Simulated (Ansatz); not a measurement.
# How liquid mixture of acetonitrile and H2O changes with density

How do energy, pressure, forces, levels, charges and cost follow the density?

Computed with Ansatz 0.2.0: Kohn-Sham DFT, PBEsol, PAW (set soft_2). Every run is a single point, with the atoms held where the recipe put them (cutoff of the plane-wave runs 420 eV, fixed occupations).

First member: 29 acetonitrile, 10 H2O placed at random, at 0.723 g/cm³; overlaps pushed apart, then 10 ps at 450 K with MMFF94 bonds, angles, torsions, charges and radii (Halgren, J. Comput. Chem. 17, 490 (1996)) in harmonic and 12-6 forms; SPC/E water (Berendsen, Grigera and Straatsma, J. Phys. Chem. 91, 6269 (1987)). Snapshot after 20 ps at 300 K and fixed volume.

Last member: 29 acetonitrile, 10 H2O placed at random, at 0.964 g/cm³; overlaps pushed apart, then 10 ps at 450 K with MMFF94 bonds, angles, torsions, charges and radii (Halgren, J. Comput. Chem. 17, 490 (1996)) in harmonic and 12-6 forms; SPC/E water (Berendsen, Grigera and Straatsma, J. Phys. Chem. 91, 6269 (1987)). Snapshot after 20 ps at 300 K and fixed volume.

The members:

```
density (g/cm³)  reduced formula  atoms  valence electrons  k-mesh        basis  density (g/cm³)
          0.723    H107C58N29O10    204                544   1×1×1  plane waves            0.723
          0.763    H107C58N29O10    204                544   1×1×1  plane waves            0.763
          0.803    H107C58N29O10    204                544   1×1×1  plane waves            0.803
          0.851    H107C58N29O10    204                544   1×1×1  plane waves            0.851
          0.899    H107C58N29O10    204                544   1×1×1  plane waves            0.899
          0.964    H107C58N29O10    204                544   1×1×1  plane waves            0.964
```

Each cell is one sample from a classical run, so sample-to-sample scatter enters every column; pressures lack the kinetic term, and hold the strain of bonds inside molecules, whose lengths the classical model set.

The input of the first member, without its atom lines; other members have their own cell and atoms, and may differ in mesh, basis and outputs:

```yaml
crystal:
  lattice:
    - [14.65603, 0.0, 0.0]
    - [0.0, 14.65603, 0.0]
    - [0.0, 0.0, 14.65603]
  atoms:
    [... 204 lines ...]
kpoints:
  mp_grid: { grid: [1, 1, 1] }
hamiltonian:
  xc: pbesol
scf:
  occupations: { method: fixed }
output:
  forces: true
  stress: true
  populations: true
  dos:
    method: { smearing: { sigma: 0.15 } }
    de: 0.1
    projected: { site_lists: { C: [C], H: [H], "N": ["N"], O: [O] } }
  eigenvalues: true
  write_density: true
  write_potential: true
  volumetric_format: npy
```

**Question.** How do the results, the time and the memory go along the series?

Results; charges are mean Löwdin charges in e:

```
density (g/cm³)  energy less the first member's (meV/atom)  pressure (GPa)  r.m.s. force (eV/Å)  gap (eV)   q(O)   q(N)   q(H)
          0.723                                        0.0          -0.141                0.923                4.45  -0.74  -0.22  +0.28
          0.763                                        1.3          -0.231                 1.02                4.55  -0.74  -0.22  +0.28
          0.803                                       -4.0          -0.162                0.897                4.29  -0.73  -0.23  +0.28
          0.851                                       -3.5          -0.519                0.961                4.29  -0.74  -0.23  +0.28
          0.899                                       -5.2           0.134                0.807                4.62  -0.73  -0.23  +0.27
          0.964                                        2.3           0.251                 1.02                3.96  -0.73  -0.23  +0.27
```

The gap is that between the highest filled and lowest empty Kohn-Sham level on the run's k-points, and semilocal functionals tend to put gaps under measured ones. Atoms aren't relaxed at this level, so pressure against density here is no equation of state. The projection misses up to 0.042 e an atom, so the charges add up to more than the cell's charge.

Cost on 8 threads of Arm Neoverse V1, shared host:

```
density (g/cm³)  atoms        basis  k-mesh  SCF cycles  time  host memory (GiB)
          0.723    204  plane waves   1×1×1          11  42 s                4.2
          0.763    204  plane waves   1×1×1          11  36 s                4.0
          0.803    204  plane waves   1×1×1          11  35 s                3.8
          0.851    204  plane waves   1×1×1          11  33 s                3.6
          0.899    204  plane waves   1×1×1          11  32 s                3.5
          0.964    204  plane waves   1×1×1          11  30 s                3.3
```

Times include the outputs that each run asked for, on hosts shared with other jobs.

The energy against the first member is lowest at 0.899 g/cm³ (-5.2 meV/atom) and highest at 0.964 g/cm³ (2.3 meV/atom), with no steady trend; each member is a single configuration. The gap is lowest at 0.964 g/cm³ (3.96 eV) and highest at 0.899 g/cm³ (4.62 eV), with no steady trend; in single samples it varies with the configuration. The pressure is lowest at 0.851 g/cm³ (-0.52 GPa) and highest at 0.964 g/cm³ (0.25 GPa), with no steady trend.

Caveats: The network of contacts between molecules at the start is that of the classical potential that made the cell, and needn't be the one that DFT or experiment would give. The cells aren't relaxed by DFT, which could reorder their energies. The functional has no dispersion term, which matters between molecules.

[Logs are printed without paths, hosts, clocks, repeated set-up lines and the standing remarks that a program may print on its own settings, such as how far it seeks lower states.]

[Hosts, paths, dates, database ids (printed as entryN), source tags and the programs' standing remarks are cut or masked in the printed files.]

[The MMFF94 radii named for the starting cell were scaled by 0.96; in molecules described by MMFF94, hydrogen bound to N, O or S took a small fixed 12-6 site in their place.]
